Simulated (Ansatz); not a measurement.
# Lattice dynamics of In2Au (Fm-3m), part 3 of 3

Wanted: phonon frequencies of In2Au (Fm-3m) and what follows from them.

Ansatz 0.2.0; DFT PBEsol, scalar-relativistic, plane waves, PAW; PAW set soft_1.

So far. Step 3 (Relaxing to small forces for the phonons): The forces vanish by symmetry and the pressure is 0.000 GPa, within the tolerances set. The cell now holds 23.29 Å³/atom. Step 4 (Linear response at the zone centre): Before it was imposed, the acoustic sum rule was missed by 3.5e-5 eV/Å². Small misses are needed for a sound result but don't prove that mesh and cutoff are converged. The lowest optical mode is real, 116 cm⁻¹. The relaxed cell has a = 6.538 Å (conventional setting).

The database entry behind the starting cell differs from later determinations by our own check (0.1 to 0.3 % short, probably kX units), so it need not match the best structure at ambient conditions.

## (5) The dispersion (continued)

Phonopy on the run's constants, 15x15x15 mesh, Gaussian sigma 2.0 cm-1. Interpolated from a 4×4×4 q mesh. Partial phonon density of states against wavenumber; read off at these points; values in 1/cm⁻¹/cell:

```
wavenumber (cm⁻¹)       Au       In
             -5.0   6.0e-6   6.0e-6
              0.0   7.8e-5   9.0e-5
              5.0   1.6e-4   1.9e-4
             10.0   8.6e-4   9.8e-4
             15.0   0.0025  0.00275
             20.0  0.00494  0.00518
             25.0  0.00888  0.00857
             30.0   0.0195   0.0162
             35.0   0.0322   0.0239
             40.0   0.0342   0.0242
             45.0   0.0364   0.0247
             50.0   0.0398   0.0250
             53.1   0.0409   0.0248
             55.0   0.0372   0.0225
             60.0   0.0226   0.0149
             65.0   0.0141  0.00824
             70.0   0.0399   0.0210
             73.8   0.0708   0.0411
             75.0   0.0642   0.0481
             80.0   0.0108   0.0733
             85.0  0.00489   0.0685
             90.0  0.00764   0.0693
             95.0  0.00877   0.0721
             97.8  0.00957   0.0736
            100.0  0.00964   0.0707
            105.0  0.00955   0.0592
            110.0  0.00767   0.0408
            115.0  0.00744   0.0299
            120.0  0.00985   0.0307
            125.0   0.0190   0.0344
            130.0   0.0439   0.0977
            131.5   0.0456    0.112
            135.0   0.0401    0.123
            140.0   0.0326    0.103
            145.0   0.0256   0.0686
            150.0  0.00473   0.0123
            155.0   1.8e-5   4.2e-5
            160.0        0        0
```

Harmonic thermodynamic functions per atom, from the density of states. Interpolated from a 4×4×4 q mesh. Thermodynamic functions, by row:

```
T (K)  F_vib (meV/atom)  S (J/mol-atom/K)  C_V (J/mol-atom/K)
    0             17.72                 0                   0
   50             16.05             9.109               13.99
  100              7.96             21.53               21.07
  200            -23.29             37.28               23.86
  300            -67.34             47.09               24.45
  400              -120             54.16               24.66
  500            -179.1             59.68               24.76
  600            -243.3              64.2               24.82
  700            -311.9             68.03               24.85
  800            -384.2             71.35               24.87
  900            -459.7             74.28               24.89
 1000              -538              76.9                24.9
```

Harmonic mean-square displacement, third of the trace. Interpolated from a 4×4×4 q mesh. Mean square displacements, by row:

```
T (K)  In1 U_eq (Å²)  In2 U_eq (Å²)  Au3 U_eq (Å²)
    0        0.00173        0.00173        0.00137
  100         0.0043         0.0043        0.00434
  300        0.01201        0.01201         0.0125
  600        0.02384        0.02384        0.02489
```

Symmetry leaves 8 wavevectors to solve. The lowest mode among them, the acoustic zeros apart, lies at q = (0, 0, 0.25) and is real, 26.1 cm⁻¹.

## (6) Isotope substitution

An isotope changes the mass and not the force constants, so no new electronic calculation is needed; the shifts show which modes move this element.

The same force constants with the mass of In changed from 114.818 to 112.904 u (phonopy, no LO-TO term). Both lists are sorted by frequency; levels can cross, so a row need not hold one and the same mode. Modes under 3 cm⁻¹ are left out. Isotope shifts, by row:

```
          q  rank  natural mass (cm⁻¹)  changed mass (cm⁻¹)
      0 0 0     4                115.9                116.9
      0 0 0     5                115.9                116.9
      0 0 0     6                115.9                116.9
      0 0 0     7                120.7                121.2
      0 0 0     8                120.7                121.2
      0 0 0     9                120.7                121.2
   0 0 0.25     1                26.05                26.15
   0 0 0.25     2                26.05                26.15
   0 0 0.25     3                61.75                61.94
   0 0 0.25     4                98.46                99.26
   0 0 0.25     5                  107                107.8
   0 0 0.25     6                  107                107.8
   0 0 0.25     7                128.3                128.9
   0 0 0.25     8                128.3                128.9
   0 0 0.25     9                131.4                132.2
   0 0 -0.5     1                31.52                31.63
   0 0 -0.5     2                31.52                31.63
   0 0 -0.5     3                78.74                78.94
   0 0 -0.5     4                102.2                103.1
   0 0 -0.5     5                102.2                103.1
   0 0 -0.5     6                120.2                121.2
   0 0 -0.5     7                125.4                126.2
   0 0 -0.5     8                133.6                134.3
   0 0 -0.5     9                133.6                134.3
0 0.25 0.25     1                33.24                33.38
0 0.25 0.25     2                33.24                33.38
0 0.25 0.25     3                70.02                70.18
0 0.25 0.25     4                95.22                95.87
0 0.25 0.25     5                95.22                95.87
0 0.25 0.25     6                98.99                99.83
0 0.25 0.25     7                128.3                129.1
0 0.25 0.25     8                138.2                  139
0 0.25 0.25     9                138.2                  139
```

A mode of this element alone would shift by +0.84 %. The highest zone-centre frequency without the field goes from 120.7 to 121.2 cm⁻¹ (+0.4 %). The product of the frequency ratios over all optical modes at Γ is 1.038; the product rule, (m/m′)^(3k/2) (M′/M)^(3/2) with k = 2 such atoms and M the mass of the cell, gives 1.038.

## (7) Outcome

```json
{"space group after relaxation (within 0.01 Å)": "Fm-3m", "volume per atom": "23.3 Å³", "electronic character": "no gap on this mesh", "highest optical mode at the zone centre (no LO-TO term)": "121 cm⁻¹", "lowest optical zone-centre mode": "116 cm⁻¹", "lowest mode on the q mesh (acoustic modes at Γ apart)": "26.1 cm⁻¹", "highest frequency on the path or at a solved wavevector": "149 cm⁻¹", "zero-point energy per atom": "17.7 meV", "heat capacity at 300 K": "24.5 J/(mol atoms K)", "vibrational entropy at 300 K": "47.1 J/(mol atoms K)", "Debye temperature (second moment)": "189 K", "imaginary modes on the 4×4×4 q mesh": "none"}
```

In words: The structure is a minimum as far as tested: no mode is imaginary at the 8 irreducible wavevectors of the 4×4×4 mesh, and the softest away from the acoustic zeros lies at 26 cm⁻¹. The optical modes at Γ span 116 to 121 cm⁻¹. With no gap, or one that is small against the smearing, the frequencies hang on the k mesh and the smearing, most of all near Kohn anomalies. The phonon runs are without spin polarisation, although the cell has an odd electron count. Spin-orbit coupling is left out, which can matter for the heavy elements here. The PAW files were made for PBE and serve the other functionals too. A phonon run warned that its eigensolver left some bands unconverged in a pass. These are harmonic frequencies at zero temperature: anharmonic shifts, linewidths and thermal expansion are left out.

[Logs are printed without paths, hosts, clocks, repeated set-up lines and the standing remarks that a program may print on its own settings, such as how far it seeks lower states.]

[Hosts, paths, dates, database ids (printed as entryN), source tags and the programs' standing remarks are cut or masked in the printed files.]
